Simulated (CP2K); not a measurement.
Consider fluorocarbonylacetaldehyde at its PBE geometry (Å).

```xyz
9

O    -1.4554    1.0051   -0.9316
C    -1.2747    0.2753    0.0212
C     0.0584   -0.3546    0.4149
C     1.2145   -0.0327   -0.4899
O     1.9209   -0.7734   -1.1091
F     1.4257    1.3269   -0.5252
H    -2.1124   -0.0024    0.7063
H     0.2911    0.0008    1.4333
H    -0.0681   -1.4449    0.4801
```

Method: CP2K XAS_TDP, all-electron GAPW, PBEh(45%), aug-cc-pVDZ, TDA, GW2X-corrected core level, no relativity.

Question: Where do the O K-edge lines lie, and how strong are they?

Leading lines: O1 531.46 eV and O5 532.48 eV. The leading line of an atom is its first one with 35 % of the strongest within 2.5 eV of its lowest line over the strength cut. Core ionisation energies at this level: O1 539.05 and O5 539.35 eV.

The first six lines of each atom with a strength over 0.0015:

| atom | energy (eV) | states | strength, one atom | above the computed threshold |
| --- | --- | --- | --- | --- |
| O1 (bonded to C) | 531.46 | 1 | 0.0471 |  |
|  | 538.05 | 1 | 0.0015 |  |
|  | 539.22 | 1 | 0.0062 | yes |
|  | 540.14 | 1 | 0.0022 | yes |
|  | 540.26 | 1 | 0.0058 | yes |
|  | 540.90 | 1 | 0.0017 | yes |
| O5 (bonded to C) | 532.48 | 1 | 0.0435 |  |
|  | 538.82 | 1 | 0.0045 |  |
|  | 539.23 | 1 | 0.0057 |  |
|  | 539.39 | 1 | 0.0019 | yes |
|  | 539.67 | 1 | 0.0018 | yes |
|  | 539.96 | 1 | 0.0035 | yes |

Lines are vertical, at one geometry, with no vibrational structure. GW2X ionisation energies and lines can be off by 1 to 2 eV either way, and a good line position may hide errors that cancel. These values hold no scalar relativity, about 0.4 eV for O 1s. Rydberg lines, and the discretised continuum above threshold, depend on the basis and the box.

[Banner, clock and machine lines of the logs are left out without a mark of their own.]

[Logs are printed without paths, hosts, clocks, repeated set-up lines and the standing remarks that a program may print on its own settings, such as how far it seeks lower states.]

[Hosts, paths, dates, database ids (printed as entryN), source tags and the programs' standing remarks are cut or masked in the printed files.]
